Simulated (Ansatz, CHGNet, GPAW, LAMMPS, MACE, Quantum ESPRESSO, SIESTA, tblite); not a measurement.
# tblite on amorphous Hg22Cd11S33 (66 atoms): settings against a plane-wave reference

Aim: run amorphous Hg22Cd11S33 (66 atoms) in tblite and see how near its forces come to a plane-wave reference, and at what cost.

Calculated with tblite 0.8.0; the method is named at each step.

## 1. The structure

The cell holds 66 atoms: 22 Hg, 11 Cd and 33 S. Cell: a = 12.107 Å, b = 12.107 Å, c = 12.107 Å, α = 90.0°, β = 90.0°, γ = 90.0°. 66 atoms (22 Hg, 11 Cd, 33 S) placed at random at 6.28 g/cm³, melted at 2500 K for 10 ps at fixed volume with the Stillinger-Weber II-VI potential (Zhou et al., Phys. Rev. B 88, 085309 (2013)). Quenched from 2500 K to 300 K at 5 K/ps and fixed volume, annealed at 1000 K for 50 ps, held 5 ps.

The yardstick, on the same geometry:

```
method                 : Kohn-Sham DFT, PBE, SSSP efficiency 1.3.0 pseudopotentials, plane waves (Quantum ESPRESSO 7.5); sssp-pbe-1.3.0-efficiency, cutoffs 45/360 Ry, Γ point
r.m.s. force component : 0.4311 eV/Å
longest force          : 1.501 eV/Å
pressure               : -0.8817 GPa
time                   : 13 min on 4 MPI ranks of Arm Neoverse N1, shared host
CPU time               : 51 min
```

## 2. GFN1-xTB

Method: GFN1-xTB tight binding, diagonalisation.

The input, run.py:

```python
import numpy as np
from ase.io import read
from tblite.ase import TBLite

atoms = read("structure.xyz")
atoms.calc = TBLite(method="GFN1-xTB", electronic_temperature=580, accuracy=1.0, max_iterations=250, mixer_damping=0.4, verbosity=1)
energy = atoms.get_potential_energy()
forces = atoms.get_forces()
print(f"energy {energy:.6f} eV")
print("forces (eV/A)")
for i, (a, f) in enumerate(zip(atoms, forces)):
    print(f"{i:4d} {a.symbol:2s} {f[0]:10.5f} {f[1]:10.5f} {f[2]:10.5f}")
stress = -atoms.get_stress(voigt=False) * 160.21766
print("stress (GPa, compression positive)")
for row in stress:
    print(" ".join(f"{x:10.4f}" for x in row))
print("charges (e)")
print(np.array2string(atoms.get_charges(), precision=4, suppress_small=True, max_line_width=110, threshold=100000))
```

The input, structure.xyz:

```xyz
66
Lattice="12.10720 0.00000 0.00000 0.00000 12.10720 0.00000 0.00000 0.00000 12.10720" Properties=species:S:1:pos:R:3 pbc="T T T"
Hg 2.73029 8.20783 0.96083
Hg 5.90880 1.43640 5.29593
Hg 2.28596 4.84809 7.50441
Hg 10.55203 1.12779 3.60565
Hg 6.29248 7.65889 1.21411
Hg 6.14477 4.27711 11.46346
Hg 2.33802 7.40065 5.59607
Hg 7.61882 0.58889 9.72414
Hg 1.89635 4.46271 11.11247
Hg 0.59858 4.45448 3.07123
Hg 2.35642 1.61897 5.25041
Hg 8.70786 4.09344 3.84186
Hg 0.59870 10.30807 3.30769
Hg 8.17103 10.79224 4.84470
Hg 10.46135 2.66044 11.92959
Hg 8.00468 7.96424 9.55863
Hg 5.18176 3.00537 8.39634
Hg 5.51895 11.00956 7.58613
Hg 4.29055 7.31844 9.46057
Hg 1.58750 10.42394 6.48692
Hg 8.24258 4.15204 8.07696
Hg 11.35873 3.73895 7.14761
Cd 10.57455 7.24580 5.95178
Cd 5.15210 11.36636 11.43876
Cd 4.58693 10.52624 3.41919
Cd 6.46924 7.26735 5.65031
Cd 9.72535 10.95895 0.55935
Cd 1.69428 0.70827 1.14970
Cd 9.99716 6.82713 0.89242
Cd 6.42965 1.78375 1.49282
Cd 10.82820 10.15056 8.81162
Cd 0.39130 6.83597 9.55670
Cd 1.86620 0.65791 9.28671
S 1.02596 10.44028 9.80247
S 10.80447 11.58829 6.70533
S 4.84833 8.83269 11.57267
S 4.42906 0.62413 9.30002
S 10.34572 7.71471 8.35021
S 2.19806 8.19367 8.22842
S 4.17577 0.12470 1.48156
S 4.51102 6.05493 4.76128
S 9.15232 8.99347 2.18196
S 10.41510 4.49904 1.86160
S 0.97947 2.15496 11.35256
S 5.05185 5.47633 1.76608
S 7.77282 6.28884 11.54325
S 2.12397 5.53275 1.27610
S 6.56029 8.93717 3.74209
S 8.26716 3.10065 10.50808
S 6.30712 3.42295 3.40176
S 9.66251 2.36926 5.58771
S 3.92419 11.67013 5.70310
S 4.13037 3.33602 6.01897
S 7.80793 0.46298 7.00789
S 10.65446 9.53309 4.65086
S 6.11474 8.37600 7.86060
[... 6 atom lines left out ...]
S 0.26648 7.76205 12.03141
S 8.48569 5.71787 5.88894
S 2.72218 8.86901 3.40237
S 0.15037 10.66814 0.61226
```

Launch:

```sh
$ OMP_NUM_THREADS=1 python run.py > output.txt
```

The program printed:

```text
------------------------------------------------------------
  cycle        total energy    energy error   density error
------------------------------------------------------------
      1     -150.3367218934  -1.4994379E+02   6.3334588E-01
      2     -136.9679759675   1.3368746E+01   5.9830444E-01
      3     -141.1899625631  -4.2219866E+00   5.2041888E-01
      4     -150.3052339554  -9.1152714E+00   3.5423223E-01
      5     -151.9844253555  -1.6791914E+00   2.0373566E-01
      6     -152.5558793572  -5.7145400E-01   1.1712284E-01
      7     -151.1987534043   1.3571260E+00   2.0163535E-01
      8     -152.7035426069  -1.5047892E+00   8.6488108E-02
      9     -152.8601275777  -1.5658497E-01   5.5069609E-02
     10     -152.9148232343  -5.4695657E-02   3.0854052E-02
     11     -152.9263573096  -1.1534075E-02   2.4831016E-02
     12     -152.9420480720  -1.5690762E-02   1.2879852E-02
     13     -152.9435008027  -1.4527307E-03   1.2490890E-02
     14     -152.9468891629  -3.3883603E-03   5.7541924E-03
     15     -152.9470603716  -1.7120863E-04   4.5255022E-03
     16     -152.9475291005  -4.6872890E-04   2.5088054E-03
     17     -152.9476495839  -1.2048339E-04   1.1149235E-03
     18     -152.9476865684  -3.6984506E-05   4.6174000E-04
     19     -152.9476914253  -4.8568930E-06   2.1105841E-04
     20     -152.9476926009  -1.1756080E-06   6.3931448E-05
     21     -152.9476925021   9.8800086E-08   7.9693425E-05
     22     -152.9476926715  -1.6946771E-07   2.7334092E-05
     23     -152.9476926855  -1.4005877E-08   1.9504213E-05
------------------------------------------------------------
 total:                                   4.657 sec
energy -4161.918707 eV
forces (eV/A)
   0 Hg   -0.74141   -0.79021   -0.32718
   1 Hg    0.41047    0.80639   -0.27905
   2 Hg    0.00190   -0.10542   -0.47748
   3 Hg   -0.46960   -0.15280    0.24720
   4 Hg    0.85494   -0.09203    0.53524
   5 Hg   -0.03190    0.77142    1.48740
   6 Hg    1.05559   -0.61594   -0.30774
   7 Hg   -0.17326    0.34195   -0.56357
   8 Hg   -0.16600    0.29971    0.41671
   9 Hg   -0.01997    0.43525   -0.20261
  10 Hg   -0.03651    0.21473    0.09477
  11 Hg    0.10884    0.03706    0.22177
  12 Hg   -0.45785   -0.09418   -0.77569
  13 Hg    0.90884   -0.48411   -0.01092
  14 Hg    0.13152    0.44960    0.44480
  15 Hg    0.49473    0.32600    0.07202
  16 Hg    0.19000   -0.28991   -0.54583
  17 Hg    0.28154   -0.23830    0.25323
  18 Hg    0.38022    0.87496   -0.20621
  19 Hg   -0.68255    0.23823    0.88782
  20 Hg   -0.00114   -0.09586   -0.64769
  21 Hg    0.01972   -0.80204   -0.61292
  22 Cd   -0.40161    0.30537   -0.26026
  23 Cd   -0.44799   -0.03977    0.19718
[...]
58 S    -0.14746    0.34277    0.04999
  59 S     0.72348   -0.05622   -0.03769
  60 S     0.11529   -0.18114   -0.33684
  61 S    -0.24479    0.16089    0.66628
  62 S     0.05115   -0.06870   -0.65033
  63 S     0.04826    0.16399    0.02267
  64 S    -0.61204    0.28189    0.04102
  65 S     0.60031    0.30350    0.70406
stress (GPa, compression positive)
   -2.4857    -0.2351    -0.0657
   -0.2351    -2.4236    -0.3798
   -0.0657    -0.3798    -2.7044
charges (e)
[ 0.1737  0.1405  0.1121  0.1856  0.1493  0.1391  0.1251  0.1522  0.1335  0.1684  0.1941  0.1542  0.1315
  0.1595  0.1424  0.1331  0.1346  0.1512  0.1744  0.1118  0.1346  0.1335  0.4709  0.4437  0.4594  0.447
  0.4181  0.4576  0.4023  0.3956  0.4548  0.3757  0.4278 -0.2544 -0.1897 -0.2477 -0.2762 -0.3014 -0.2282
 -0.2991 -0.2403 -0.2629 -0.2592 -0.268  -0.1779 -0.2836 -0.2096 -0.2399 -0.1977 -0.1847 -0.2573 -0.2629
 -0.2093 -0.2275 -0.1823 -0.2621 -0.2873 -0.2838 -0.2187 -0.2498 -0.226  -0.2488 -0.2281 -0.2344 -0.238
 -0.2505]
```

Wall time 5.5 s (1 thread of Arm Neoverse N1, shared host); peak memory 0.13 GiB.

Banners, paths, timers and routine set-up lines are dropped from the logs unmarked, and long logs keep their key lines alone; longer cuts are marked.

Compared with the plane-wave run:

```
r.m.s. force component                  : 0.4768 eV/Å
r.m.s. difference of force components   : 297.9 meV/Å
longest difference of force vectors     : 1044 meV/Å
force difference over r.m.s. force      : 69.11 %
slope of forces against the reference's : 0.8728
correlation of force components         : 0.7891
pressure                                : -2.538 GPa
pressure difference                     : -1.656 GPa
```

Length of the force difference by element (eV/Å):

```csv
element,atoms,mean,most
Cd,11,0.42,0.62
Hg,22,0.55,1.0
S,33,0.44,0.87
```

Local excerpt of 11 atoms (numbers count through the whole input) about S55, which has 3 bonded neighbours where the commonest count for S is 4; x, y, z are measured from there.

| atom | x | y | z | distance (Å) | bonds | Mulliken charge (e) | Fx | Fy | Fz (eV/Å) |
| --- | --- | --- | --- | --- | --- | --- | --- | --- | --- |
| S55 | 0.00 | 0.00 | 0.00 | 0.00 | 3 | -0.18 | -0.84 | 0.33 | 0.09 |
| Hg13 | 2.05 | 0.77 | -1.34 | 2.57 | 3 | 0.13 | -0.46 | -0.09 | -0.78 |
| Cd23 | -0.08 | -2.29 | 1.30 | 2.63 | 4 | 0.47 | -0.40 | 0.31 | -0.26 |
| Hg14 | -2.48 | 1.26 | 0.19 | 2.79 | 3 | 0.16 | 0.91 | -0.48 | -0.01 |
| S35 | 0.15 | 2.06 | 2.05 | 2.91 | 1 | -0.19 | 1.31 | -0.92 | -0.98 |
| S42 | -1.50 | -0.54 | -2.47 | 2.94 | 2 | -0.26 | 0.49 | -0.26 | -0.29 |
| Hg20 | 3.04 | 0.89 | 1.84 | 3.66 | 2 | 0.11 | -0.68 | 0.24 | 0.89 |
| Hg4 | -0.10 | 3.70 | -1.05 | 3.85 | 3 | 0.19 | -0.47 | -0.15 | 0.25 |
| S38 | -0.31 | -1.82 | 3.70 | 4.13 | 4 | -0.30 | -0.08 | -0.09 | 0.40 |
| Cd31 | 0.17 | 0.62 | 4.16 | 4.21 | 4 | 0.45 | 0.22 | 0.36 | 0.08 |
| S48 | -4.09 | -0.60 | -0.91 | 4.24 | 4 | -0.24 | -0.44 | 0.76 | 0.06 |

Atoms are counted from 1 here, from 0 in the log.

Forces lie 69 % from the reference's, at 0.0018 times its CPU time (on 1 against 4 cores).

## 3. Summary of results

| Property | Result |
| --- | --- |
| force difference from the reference | tblite GFN1-xTB, 69 % |
| its CPU time | 5.5 s |

In words: Tight binding differs by 69 % (tblite GFN1-xTB); it is another model, with fitted parameters of its own, and the xTB methods hold dispersion. One electronic-structure run takes under half the reference's CPU time: tblite GFN1-xTB, at 69 % in 5.5 s against 51 min, too far off to be of use; its pressure misses by -1.7 GPa. Periodic xTB results under one method name differ between programs and library versions. The reference's pressure holds the uncorrected Pulay stress of its 45 Ry basis, so small pressure differences, and their order, may be the reference's own error. The quench rate of 5 K/ps is many orders above laboratory rates, so the cell is likely richer in defects and strain than a real sample. The network of bonds at the start is that of the classical potential that made the cell, and needn't be the one that DFT or experiment would give. The electronic-structure runs sample only Γ, in a cell whose shortest periodic width is 12 Å, which is coarse for a cell with partly filled levels. Spin–orbit coupling is left out, which matters for the levels of the heavy elements.

[Also dropped from logs without a mark: logging warnings of Python, and SIESTA's first energy breakdown and zero terms.]

[Logs are printed without paths, hosts, clocks, repeated set-up lines and the standing remarks that a program may print on its own settings, such as how far it seeks lower states.]

[Hosts, paths, dates, database ids (printed as entryN), source tags and the programs' standing remarks are cut or masked in the printed files.]
